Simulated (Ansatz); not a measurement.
Rows from a G0W0 calculation on MoS2 (layered bulk) (P6_3/mmc) (Ansatz 0.2.0; G0W0 on PBEsol, plane waves, PAW; PAW set soft_1; 9×9×2 mesh, 103 empty bands, screening to 60 eV, PAW set soft_1 files), in eV. Spin-orbit coupling is left out.

```csv
row,Σx,Σc,Vxc,Z
A,-13.69,-3.45,-17.94,0.76
B,-19.72,0.89,-19.34,0.76
C,-19.78,1.72,-18.52,0.74
D,-13.85,-3.87,-18.60,0.76
E,-18.64,2.23,-16.54,0.76
F,-14.87,-4.06,-19.87,0.75
```

**Question.** Which rows are filled states and which are empty ones, and how can one tell?

Filled: B, C and E. Empty: A, D and F. The sign of Σc tells: for a filled state bare exchange, which holds its interaction with itself, lies below Vxc (Σx − Vxc is -0.4 eV or lower here) and screening gives part back as a positive Σc. For an empty state Σx lies above Vxc (+4.3 eV or more) and the Coulomb hole leaves Σc negative.

[Paths, hosts, dates, memory and timing lines, banners, echoed tables and standing remarks are left out of the program output.]

[Logs are printed without paths, hosts, clocks, repeated set-up lines and the standing remarks that a program may print on its own settings, such as how far it seeks lower states.]

[Runs of the session that timed out or met a known fault of the program may be left out.]

[Cells called generated may have been cut or substituted from an entry of the Crystallography Open Database or the Materials Project.]

[Hosts, paths, dates, database ids (printed as entryN), source tags and the programs' standing remarks are cut or masked in the printed files.]
